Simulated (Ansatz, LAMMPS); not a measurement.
# Squeezing and shearing glassy 29TiO2-71Al2O3 (mol %) (137 atoms): runs compared

How stiff is glassy 29TiO2-71Al2O3 (mol %) (137 atoms)?

Computed with Ansatz 0.2.0: Kohn-Sham DFT, LDA, PAW (set soft_1), plane waves; PAW set soft_1.

## 1. The cell

The cell holds 137 atoms: 9 Ti, 44 Al and 84 O. Cell: a = 11.331 Å, b = 11.331 Å, c = 11.331 Å, α = 90.0°, β = 90.0°, γ = 90.0°. 137 atoms (9 Ti, 44 Al, 84 O) placed at random at 3.12 g/cm³, melted at 4000 K for 10 ps at fixed volume with the Morse and Coulomb pair potential with partial charges (Pedone, Malavasi, Menziani, Cormack and Segre, J. Phys. Chem. B 110, 11780 (2006)). Quenched from 4000 K to 300 K at 100 K/ps and fixed volume, held 10 ps at zero pressure.

Limits known from the start: The quench rate of 100 K/ps is orders of magnitude faster than experiment, which tends to freeze in extra defects. The network of bonds at the start is that of the classical potential that made the cell, and needn't be the one that DFT or experiment would give. Sampling is at Γ alone.

## 2. The reference run

The reference is a single point at the end of the relaxation.

Every strained cell starts from the geometry of this run, and its atoms are relaxed with the cell held.

Its input, with most atom lines left out:

```yaml
crystal:
  lattice:
    - [10.83056, -0.13883, -0.20998]
    - [-0.13883, 11.30083, 0.06601]
    - [-0.20998, 0.06601, 11.55803]
  atoms:
    - { symbol: Ti, position: [0.17165, 0.93968, 0.44939] }
    - { symbol: Ti, position: [0.78608, 0.6625, 0.02683] }
    - { symbol: Ti, position: [0.36484, 0.64233, 0.21145] }
    - { symbol: Ti, position: [0.2144, 0.96415, 0.07615] }
    - { symbol: Ti, position: [0.10231, 0.88067, 0.84313] }
    - { symbol: Ti, position: [0.93782, 0.05358, 0.62596] }
    - { symbol: Ti, position: [0.58509, 0.28696, 0.87454] }
    [... atom lines 8 to 137 left out ...]
kpoints:
  mp_grid: { grid: [1, 1, 1] }
hamiltonian:
  xc: lda
  pseudopotentials: { kind: paw, azcp: { folder: soft_1 }, xc_functional: pbe }
scf:
  occupations: { method: fixed }
output:
  forces: true
  stress: true
  populations: true
  dos:
    method: { smearing: { sigma: 0.08 } }
    de: 0.1
    projected: { site_lists: { Al: [Al], O: [O], Ti: [Ti] } }
  eigenvalues: true
  write_density: true
  write_potential: true
  volumetric_format: npy
```

```
free energy per atom   : -667.5664 eV/atom
r.m.s. force component : 0.00306 eV/Å
pressure               : -0.004184 GPa
```

Filled and empty levels are parted by 2.83 eV (at Γ alone); a semilocal functional tends to put such gaps too low. In a disordered cell it changes from sample to sample, and tail or defect levels can set it.

## 3. The runs

Each row is one run, on 4 threads of Arm Neoverse V2, shared host. The free energy is the program's total, comparable only between runs with the same functional and atoms.

```
                                 run  atoms                outcome  relaxation steps  free energy (eV)     time  host memory (GiB)
           Single point at the start    137              converged                 -        -91445.617     35 s                1.9
              Cell and atoms relaxed    137              converged                30        -91456.603   12 min                1.9
Single point at the relaxed geometry    137              converged                 -        -91456.603     52 s                2.0
                         Volume -3 %    137              converged                 9        -91456.059  4.1 min                2.0
                         Volume +3 %    137              converged                 8        -91456.120  4.1 min                2.1
                         Volume -6 %    137              converged                 8        -91454.304  3.7 min                2.0
                         Volume +6 %    137              converged                15        -91454.860  7.5 min                2.2
                        Volume -10 %    137  cut at the time limit                16        -91451.452  7.2 min                1.9
            Stretched by 1 % along x    137  cut at the time limit                 5        -91456.502  2.8 min                2.1
```

In some runs the program notes that the SCF threshold is loose for the stress.

## 4. Pressure against volume

Atoms are relaxed at each volume, in the scaled cell.

```
volume change (%)  volume (Å³/atom)  energy change (meV/atom)  pressure (GPa)  largest move on relaxing (Å)  bonds  gap (eV)
               -6             9.701                     16.78            8.89                          0.25    266                2.82
               -3            10.011                      3.97            4.30                          0.12    265                2.84
               +0            10.320                      0.00            0.00                             -    261                2.83
               +3            10.630                      3.53           -3.60                          0.24    259                2.77
               +6            10.939                     12.72           -6.26                          0.81    253                2.64
```

## 5. What came out

The bulk modulus, from the slope of pressure against ln V over the three points nearest the relaxed volume, is 132 GPa; a quadratic over all points gives a pressure derivative of about 4.7. The count of bonds runs from 253 to 266 over the series, so at some points contacts cross the cutoffs. At +6 % some atom moved by over 0.5 Å on relaxing, so those points may sit in another local minimum. The gap stays between 2.64 and 2.84 eV with no steady trend.

Caveats: Strains are finite and relaxations stop at the force tolerance of the input, which can leave moduli too stiff; they are those of a static cell at zero temperature. Volumes are changed with the cell's shape held, so in an anisotropic solid the modulus lies over the one under free hydrostatic load. The program notes that the SCF threshold of the relaxations is loose for the stress.

The DFT runs together took 43 min of wall time.

[Long decimals in the printed logs are rounded to 6 places.]

[Logs are printed without paths, hosts, clocks, repeated set-up lines and the standing remarks that a program may print on its own settings, such as how far it seeks lower states.]

[Hosts, paths, dates, database ids (printed as entryN), source tags and the programs' standing remarks are cut or masked in the printed files.]
